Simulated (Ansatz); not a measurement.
# How cost and error scale: generalised stacking fault on (111) (glide set) of a Ge-Si solid solution (72 atoms) repeated

Wanted: cost and convergence against size for generalised stacking fault on (111) (glide set) of a Ge-Si solid solution (72 atoms).

Main program and level: Ansatz 0.2.0; Kohn-Sham DFT, PBE, PAW (set soft_2), plane waves.

### 1. The starting structure

The cell holds 72 atoms: 51 Ge and 21 Si. Cell: a = 6.849 Å, b = 11.862 Å, c = 19.604 Å, α = 90.0°, β = 86.7°, γ = 90.0°. It derives from Ge and Si. Diamond-structure Ge lattice (a = 5.5919 Å, the value set for the mixture), cell with z along [111], 1 x 3 x 2 periods; the third cell vector is tilted by 0.167 of 1/2[11-2] and lengthened by 0.2 Å, so the cell holds one fault (glide set); displaced by a Gaussian of 0.01 Å; 21 of 72 Ge sites given to Si at random (lattice constant by Vegard's rule between Ge and Si).

What the set-up can't give: The host structure and its lattice constant were typed by rule, without a check against the phase diagram.

### 2. Plane waves, typed cell on a dense mesh

The typed cell on a k-mesh is the yardstick: it samples like Γ on the cell repeated as often as the mesh has points along each axis. Its own convergence isn't tested.

input.yaml

```yaml
crystal:
  lattice:
    - [6.84865, 0.0, 0.0]
    - [0.0, 11.86221, 0.0]
    - [1.14146, 0.0, 19.57091]
  atoms:
    - { symbol: Ge, position: [0.49503, 0.16762, 0.0209] }
    - { symbol: Ge, position: [0.4741, 0.16677, 0.14499] }
    - { symbol: Ge, position: [0.80159, 0.16683, 0.18546] }
    - { symbol: Si, position: [0.78018, 0.16645, 0.30862] }
    - { symbol: Si, position: [0.99728, 0.00021, 0.02095] }
    - { symbol: Ge, position: [0.97587, 0.99899, 0.14373] }
    - { symbol: Si, position: [0.30016, 0.9999, 0.18511] }
    - { symbol: Ge, position: [0.27922, 0.00087, 0.31042] }
    - { symbol: Ge, position: [0.60802, 0.00085, 0.35052] }
    - { symbol: Si, position: [0.58673, 0.00022, 0.47445] }
    - { symbol: Si, position: [0.49683, 0.50021, 0.02067] }
    - { symbol: Si, position: [0.47871, 0.49971, 0.14401] }
    - { symbol: Ge, position: [0.80118, 0.50021, 0.18627] }
    - { symbol: Ge, position: [0.78057, 0.49976, 0.30857] }
    - { symbol: Si, position: [0.99685, 0.3347, 0.02084] }
    - { symbol: Ge, position: [0.97502, 0.33449, 0.14516] }
    - { symbol: Ge, position: [0.30216, 0.33224, 0.186] }
    - { symbol: Si, position: [0.28079, 0.33256, 0.30957] }
    - { symbol: Ge, position: [0.60816, 0.33365, 0.35017] }
    - { symbol: Si, position: [0.58636, 0.33388, 0.47416] }
    - { symbol: Ge, position: [0.10596, 0.16623, 0.35066] }
    - { symbol: Ge, position: [0.08598, 0.16713, 0.47498] }
    - { symbol: Si, position: [0.41384, 0.1674, 0.51569] }
    - { symbol: Si, position: [0.39625, 0.16727, 0.63986] }
    - { symbol: Ge, position: [0.7197, 0.16585, 0.68014] }
    - { symbol: Si, position: [0.69947, 0.16518, 0.80394] }
    - { symbol: Ge, position: [0.91322, 0.00054, 0.51573] }
    - { symbol: Ge, position: [0.89058, 0.0006, 0.63968] }
    - { symbol: Si, position: [0.21804, 0.99973, 0.68087] }
    - { symbol: Ge, position: [0.20031, 0.99954, 0.80449] }
    - { symbol: Ge, position: [0.52536, 0.00194, 0.84568] }
    - { symbol: Si, position: [0.50553, 0.99883, 0.96892] }
    - { symbol: Ge, position: [0.49632, 0.83278, 0.0208] }
    - { symbol: Si, position: [0.4772, 0.83254, 0.14464] }
    - { symbol: Ge, position: [0.80181, 0.83283, 0.18601] }
    - { symbol: Ge, position: [0.78387, 0.83216, 0.30854] }
    - { symbol: Ge, position: [0.99992, 0.66635, 0.02112] }
    - { symbol: Ge, position: [0.97641, 0.66772, 0.14416] }
    - { symbol: Ge, position: [0.30153, 0.6677, 0.18586] }
    - { symbol: Ge, position: [0.2832, 0.66774, 0.30956] }
    - { symbol: Ge, position: [0.60807, 0.66586, 0.35072] }
    - { symbol: Ge, position: [0.58989, 0.66727, 0.47475] }
    - { symbol: Ge, position: [0.10549, 0.50185, 0.35025] }
    - { symbol: Ge, position: [0.08473, 0.49947, 0.47455] }
    - { symbol: Ge, position: [0.4161, 0.50011, 0.51615] }
    - { symbol: Ge, position: [0.39039, 0.50034, 0.63859] }
    - { symbol: Ge, position: [0.72037, 0.49929, 0.68116] }
    - { symbol: Ge, position: [0.69876, 0.50134, 0.80385] }
    - { symbol: Si, position: [0.91424, 0.33334, 0.51632] }
    - { symbol: Si, position: [0.89371, 0.33322, 0.63928] }
    - { symbol: Ge, position: [0.21988, 0.33457, 0.67984] }
    - { symbol: Ge, position: [0.19677, 0.33329, 0.80468] }
    - { symbol: Ge, position: [0.52647, 0.33334, 0.84557] }
    - { symbol: Ge, position: [0.50394, 0.3334, 0.96947] }
    - { symbol: Ge, position: [0.02543, 0.16743, 0.8461] }
    - { symbol: Ge, position: [0.00694, 0.16669, 0.96899] }
    - { symbol: Ge, position: [0.10708, 0.83276, 0.34939] }
    - { symbol: Ge, position: [0.08604, 0.83322, 0.47452] }
    - { symbol: Ge, position: [0.41228, 0.83287, 0.51494] }
    - { symbol: Ge, position: [0.3914, 0.83405, 0.63959] }
    - { symbol: Ge, position: [0.72139, 0.83473, 0.68029] }
    - { symbol: Ge, position: [0.69971, 0.83299, 0.80497] }
    - { symbol: Ge, position: [0.91291, 0.66637, 0.51505] }
    - { symbol: Ge, position: [0.8932, 0.66774, 0.63969] }
    - { symbol: Ge, position: [0.21964, 0.66596, 0.68025] }
    - { symbol: Ge, position: [0.19998, 0.66689, 0.80435] }
    - { symbol: Ge, position: [0.52572, 0.66607, 0.84572] }
    - { symbol: Si, position: [0.50591, 0.66567, 0.96911] }
    - { symbol: Si, position: [0.02434, 0.4992, 0.8467] }
    - { symbol: Si, position: [0.007, 0.50099, 0.96973] }
    - { symbol: Ge, position: [0.02654, 0.83368, 0.84522] }
    - { symbol: Si, position: [0.00438, 0.83374, 0.969] }
kpoints:
  mp_grid: { grid: [5, 3, 2] }
hamiltonian:
  xc: pbe
scf:
  occupations: { method: fermi_dirac, width: 0.025 }
output:
  forces: true
  stress: true
  populations: true
  dos:
    method: { smearing: { sigma: 0.1 } }
    de: 0.1
    projected: { site_lists: { Ge: [Ge], Si: [Si] } }
  eigenvalues: true
```

Started as:

```
$ ansatz run input.yaml --threads 4 --pin off --max-ram 15872MiB --backend cpu --events-out ev --progress --plain --runs-dir out
```

Numbers of over 12 decimals in the logs are rounded to 6 here.

Output:

```text
Engine: ansatz 0.2.0, aarch64-unknown-linux-gnu
Pseudopotentials: kind: paw
Pseudopotential: Ge, paw, valence charge 14, recommended cutoff 420 eV (normal), Ge.paw.azcp
Pseudopotential: Si, paw, valence charge 4, recommended cutoff 420 eV (normal), Si.paw.azcp
[... 5 lines on functional and potentials left out ...]
Crystal: 72 atoms, lattice volume = 1589.943 Å³
Basis set: ecut = 420 eV, 31137 PW (Γ), exchange–correlation on 96×160×270 points (8 copies of the dense FFT grid, shifted against one another)
Bands: 479, of which v1, the nominal top of the filled ones, is band 399 counted from 1 (398 counted from 0)
Symmetry: 1 space group operations
Space group: P1 (ITA 1), of the structure as read, at distance tolerance 1.2e-4 Å
k-points: 16 of 30 (time reversal used)
[... 5 lines on functional and potentials left out ...]
Initial density: superposition of atomic densities (neutral atoms: chi_scale 0, normalization atom), corrected by the library's trained network
Initial wavefunctions: pseudopotential atomic-orbital guess
Functional: x = pbe(κ = 0.804, μ = 0.219515), c = pbe(β = 0.066725)
SCF iter   1: F=—  HF=-232385.131320 eV  |F-HF|=—  |Δ(HF+E_count)|=         —  Δρ=2.23e-3  dr2=1.18e0  ethr=1.77e-3  ⟨swp⟩=5.8  Hψ=27958  notcnv=0  defer=260
preconditioner: auto → LDOS  [metal: Δε(μ)=0.056 eV  Ē_g=20.375 eV  σ=0.025 eV  W_gap=0.50  n_scr=394 (ndim 8)  ℏωp=26.3 eV  f_vac=0.022  D(μ)=4.94/eV (n_scr^D=10)  β→1.0]
SCF iter   2: F=—  HF=-232386.180094 eV  |F-HF|=—  |Δ(HF+E_count)|=    1.05e0  Δρ=5.96e-3  dr2=3.02e1  ethr=1.47e-4  ⟨swp⟩=4.0  Hψ=15824  notcnv=0  defer=1088
SCF iter   3: F=—  HF=-232385.013211 eV  |F-HF|=—  |Δ(HF+E_count)|=    1.17e0  Δρ=1.03e-3  dr2=3.01e-1  ethr=1.47e-4  ⟨swp⟩=3.0  Hψ=11412  notcnv=0  defer=992
SCF iter   4: F=—  HF=-232385.001021 eV  |F-HF|=—  |Δ(HF+E_count)|=   1.22e-2  Δρ=6.88e-4  dr2=1.71e-1  ethr=3.77e-5  ⟨swp⟩=3.5  Hψ=13354  notcnv=0  defer=992
SCF iter   5: F=—  HF=-232384.988754 eV  |F-HF|=—  |Δ(HF+E_count)|=   1.23e-2  Δρ=4.02e-4  dr2=7.58e-2  ethr=2.14e-5  ⟨swp⟩=2.1  Hψ=8299  notcnv=0  defer=992
SCF iter   6: F=—  HF=-232384.982892 eV  |F-HF|=—  |Δ(HF+E_count)|=   5.86e-3  Δρ=2.15e-4  dr2=2.14e-2  ethr=9.50e-6  ⟨swp⟩=2.0  Hψ=8120  notcnv=0  defer=992
SCF iter   7: F=—  HF=-232384.981001 eV  |F-HF|=—  |Δ(HF+E_count)|=   1.89e-3  Δρ=1.03e-4  dr2=1.29e-3  ethr=2.68e-6  ⟨swp⟩=2.0  Hψ=7961  notcnv=0  defer=992
SCF iter   8: F=—  HF=-232384.980981 eV  |F-HF|=—  |Δ(HF+E_count)|=   1.95e-5  Δρ=6.46e-5  dr2=1.97e-3  ethr=1.62e-7  ⟨swp⟩=2.0  Hψ=8354  notcnv=0  defer=992
SCF iter   9: F=—  HF=-232384.980819 eV  |F-HF|=—  |Δ(HF+E_count)|=   1.62e-4  Δρ=1.66e-5  dr2=2.17e-5  ethr=1.62e-7  ⟨swp⟩=1.9  Hψ=7926  notcnv=0  defer=992
SCF iter  10: F=—  HF=-232384.980840 eV  |F-HF|=—  |Δ(HF+E_count)|=   2.10e-5  Δρ=9.11e-6  dr2=1.71e-5  ethr=2.72e-9  ⟨swp⟩=2.0  Hψ=9529  notcnv=0  defer=992
SCF iter  11: F=—  HF=-232384.980839 eV  |F-HF|=—  |Δ(HF+E_count)|=   1.48e-6  Δρ=4.63e-6  dr2=3.40e-7  ethr=2.15e-9  ⟨swp⟩=2.0  Hψ=7965  notcnv=0  defer=992
SCF iter  12: F=—  HF=-232384.980839 eV  |F-HF|=—  |Δ(HF+E_count)|=   1.67e-7  Δρ=2.23e-6  dr2=1.25e-7  ethr=1.25e-11  ⟨swp⟩=10.9  Hψ=36444  notcnv=0
SCF iter  13: F=-232384.980839 eV  HF=-232384.980839 eV  |F-HF|=3.94e-8  |Δ(HF+E_count)|=   3.91e-8  Δρ=1.10e-6  dr2=6.48e-8  ethr=1.25e-11  ⟨swp⟩=3.9  Hψ=20588  notcnv=0
SCF 1 converged in 13 iterations: F = -232384.980839 eV  dr2 = 6.48e-8
  greatest PAW one-centre occupation: 0.998 electrons in one spin orbital (limit 2), on the Ge atom at site 0 (counted from 0), in its partial waves of l = 2
SCF converged after 13 iterations
Free energy (F): -232384.980839 eV
Harris-Foulkes:  -232384.980839 eV  (|F-HF|=3.94e-8)
Internal energy: -232384.969648 eV  (E = F + TS)
E sigma→0 (E₀):  -232384.975244 eV
Entropy (-TS):   -0.011190 eV (-0.155 meV/atom)
Fermi energy:    8.293661 eV
--- Per-component energies (eV) ---
  E_band       = -7869.366350
  E_kinetic    = 6535.715705
  E_local      = -146023.592758  (includes V_loc(G=0)·N_el)
  E_nonlocal   = 21903.445896
  E_hartree    = 65010.748166
  E_xc         = -5014.187115
  E_vxc        = -4278.576423  (∫ρ·V_xc dr)
  E_paw        = -113788.845720  (= ΣΔE_a)
  E_vpaw       = -16027.872207  (= ΣTr[D̂ρ^β])
  E_aug_tail   = 0.015344  (compensation charges beyond the density's cutoff)
  E_ewald      = -61008.269167
  E_smearing   = -0.011190  (= −TS)
  E_closure    = -0.000000  (closes the sum)
  Σ components = -232384.980839   (vs F -232384.980839, Δ=0.00e0)
--- Forces (eV/Å), atoms counted from 1 ---
  atom   1  Ge    -0.04475900    -1.14744858     1.24624017
  atom   2  Ge    -0.19088344    -0.51604368    -0.08455867
  atom   3  Ge     0.09766501    -0.07950186     0.31322293
  atom   4  Si     0.06138312     0.06924975     0.10624039
  atom   5  Si    -0.03664238    -0.62100389     0.84815143
  atom   6  Ge     0.28311194     0.10943556    -0.27271634
  atom   7  Si     0.40384989    -0.41756667     0.01545450
  atom   8  Ge     0.14352992    -0.13636611    -0.78097541
  atom   9  Ge     0.25053779     0.15612517     0.27468036
  atom  10  Si    -0.20859569     0.36673047     0.11471485
  atom  11  Si    -0.01095247     0.49655008     1.52790982
  atom  12  Si    -0.33344613     0.05426240    -0.45912109
  atom  13  Ge    -0.27194463     0.16663016    -0.47262244
  atom  14  Ge    -0.01137842     0.04233870     0.20347930
[...]
atom  71  Ge     0.02412348    -0.05840665     0.66694352
  atom  72  Si    -0.00046980     0.46390228    -0.95460066
  max |Σ_I F_I| component: 3.43e-5 eV/Å
--- Stress (GPa, compression-positive) ---
        2.473892      -0.010238       0.149603
       -0.010238       5.452836      -0.049883
        0.149603      -0.049883       3.026614
  P = ⅓ Tr σ = 3.6511 GPa (36.511 kbar)
--- Band table (eV; the first three rows and the last of 16) ---
  k-point 0: bands = ["-17.0810", "-16.9834", "-16.9817", "-16.9787", [... 463 levels ...], "11.6438", "11.6741", "11.7204", "11.7580", "11.8401", "11.8797", "12.0118", "12.0757", "12.0964", "12.1260", "12.1505", "12.3665"]
[...]
--- Löwdin populations: 72 sites ---
  site symbol       q [e]
     0     Ge     13.9953
     1     Ge     13.9825
     2     Ge     13.9811
[...]
71     Si      3.9336
  spilling = 0.002452 (of n_electrons = 798.000000)
```

It took 24 min on 4 threads of Arm Neoverse V1, shared host; peak memory 9 GiB.

The program notes that it cut back its work space to fit the memory limit.

Numbers from this run:

| Property | Result |
| --- | --- |
| free energy | -232384.9808 eV |
| free energy per atom | -3227.5692 eV/atom |
| SCF cycles | 13 |
| pressure | 3.651 GPa |
| r.m.s. force component | 0.4099 eV/Å |
| longest force | 1.735 eV/Å |
| Fermi energy | 8.294 eV |
| levels partly filled by over 2 per cent | 11 |
| spilling of the projection | 0.002452 |

The r.m.s. force component of 0.41 eV/Å sets the scale for the differences below.

### 3. Plane waves, 72 atoms

The typed cell is solved at Γ alone, the coarsest sampling of the series.

input.yaml, the sections that differ from step 2:

```yaml
kpoints:
  mp_grid: { grid: [1, 1, 1] }
output:
  forces: true
# crystal, hamiltonian, scf: as in step 2
```

Output:

```text
[...]
Crystal: 72 atoms, lattice volume = 1589.943 Å³
Basis set: ecut = 420 eV, 31137 PW (Γ), exchange–correlation on 96×160×270 points (8 copies of the dense FFT grid, shifted against one another)
Bands: 471, of which v1, the nominal top of the filled ones, is band 399 counted from 1 (398 counted from 0)
Symmetry: 1 space group operations
[...]
k-points: 1
[...]
SCF iter   1: F=—  HF=-232379.453742 eV  |F-HF|=—  |Δ(HF+E_count)|=         —  Δρ=4.07e-3  dr2=1.59e0  ethr=1.77e-3  ⟨swp⟩=6.0  Hψ=1697  notcnv=0
[...]
SCF iter   4: F=—  HF=-232379.289348 eV  |F-HF|=—  |Δ(HF+E_count)|=   7.15e-2  Δρ=2.26e-3  dr2=2.29e-1  ethr=1.33e-4  ⟨swp⟩=2.0  Hψ=488  notcnv=0  defer=27
automatic band count: iteration 4 solves 462 bands in place of 471: the levels show a gap, and the empty bands left out lie too high to hold charge; the band table lists the bands solved (type scf.n_extra_bands for more)
SCF iter   5: F=—  HF=-232379.272023 eV  |F-HF|=—  |Δ(HF+E_count)|=   1.73e-2  Δρ=8.25e-4  dr2=5.46e-2  ethr=2.87e-5  ⟨swp⟩=4.0  Hψ=544  notcnv=0  defer=40
SCF iter   6: F=—  HF=-232379.265049 eV  |F-HF|=—  |Δ(HF+E_count)|=   6.97e-3  Δρ=2.36e-4  dr2=2.37e-3  ethr=6.84e-6  ⟨swp⟩=3.0  Hψ=788  notcnv=0  defer=44
[...]
SCF iter  11: F=—  HF=-232379.264757 eV  |F-HF|=—  |Δ(HF+E_count)|=   1.65e-7  Δρ=1.77e-6  dr2=1.58e-7  ethr=2.04e-10  ⟨swp⟩=2.0  Hψ=816  notcnv=0  defer=44
SCF iter  12: F=-232379.264757 eV  HF=-232379.264757 eV  |F-HF|=1.15e-8  |Δ(HF+E_count)|=   2.55e-8  Δρ=7.61e-7  dr2=1.78e-8  ethr=1.25e-11  ⟨swp⟩=4.0  Hψ=1355  notcnv=0
SCF 1 converged in 12 iterations: F = -232379.264757 eV  dr2 = 1.78e-8
[...]
SCF converged after 12 iterations
Free energy (F): -232379.264757 eV
[...]
Internal energy: -232379.262639 eV  (E = F + TS)
E sigma→0 (E₀):  -232379.263698 eV
Entropy (-TS):   -0.002118 eV (-0.029 meV/atom)
Fermi energy:    8.209527 eV
[...]
Σ components = -232379.264757   (vs F -232379.264757, Δ=0.00e0)
--- Forces (eV/Å), atoms counted from 1 ---
  atom   1  Ge    -0.00067731    -1.20246884     1.19867696
  atom   2  Ge     0.11226782    -0.56099769    -0.09325555
  atom   3  Ge    -0.24172333    -0.10590824     0.49897787
  atom   4  Si     0.36897232     0.10879004    -0.05085688
[...]
atom  72  Si    -0.07505551     0.53945661    -0.84321753
  max |Σ_I F_I| component: 3.24e-6 eV/Å
```

Wall time 24 s (4 threads); peak memory 2.2 GiB; 92 s of CPU time.

The energy lies 79.4 meV/atom above the dense-mesh reference.

### 4. Support functions, 72 atoms

The typed cell is solved at Γ alone, now in support functions.

This step: Kohn-Sham DFT, PBE, PAW (set soft_2), localised support functions (medium) (Ansatz 0.2.0).

input.yaml, as its differences from that of step 3:

```diff
@@ -13,2 +13,5 @@
   occupations: { method: fermi_dirac, width: 0.025 }
+  eigensolver: { kind: { support_functions: { accuracy: medium } } }
+  mixing: { beta: 0.4 }
+  max_iter: 150
 output:
```

Elapsed: 1.9 min, on 4 threads; peak memory 3.6 GiB.

The program notes that the band table was not solved further than the SCF left it and it switched symmetry off.

It converged in 12 SCF cycles; the log is left out.

The energy lies 78.3 meV/atom above the dense-mesh reference, and 1.1 meV/atom below plane waves of the same size, an offset between the two bases that leaves the sampling error alike.

### 5. Plane waves, 144 atoms

The cell is repeated and solved at Γ in plane waves, whose cost grows towards the cube of the size.

This step: Kohn-Sham DFT, PBE, PAW (set soft_2), plane waves (Ansatz 0.2.0).

input.yaml, the sections that differ from step 4:

```yaml
crystal:
  lattice:
    - [6.84865, 0.0, 0.0]
    - [0.0, 11.86221, 0.0]
    - [1.14146, 0.0, 19.57091]
  atoms:
    [... the 72 atom lines of step 2 ...]
  supercell: [2, 1, 1]
scf:
  occupations: { method: fermi_dirac, width: 0.025 }
# kpoints, hamiltonian, output: as in step 4
```

Run time: 1.8 min. Hardware: 4 threads; peak memory 6.2 GiB.

The program repeats the typed cell 2×1×1 times, 144 atoms in all; totals in the log are those of the whole repeated cell, and force differences are taken after averaging over the copies of each atom.

It converged in 9 SCF cycles; the log is left out.

The energy lies 56.7 meV/atom above the dense-mesh reference.

[end of part 1 of 2]

[Logs are printed without paths, hosts, clocks, repeated set-up lines and the standing remarks that a program may print on its own settings, such as how far it seeks lower states.]

[Hosts, paths, dates, database ids (printed as entryN), source tags and the programs' standing remarks are cut or masked in the printed files.]
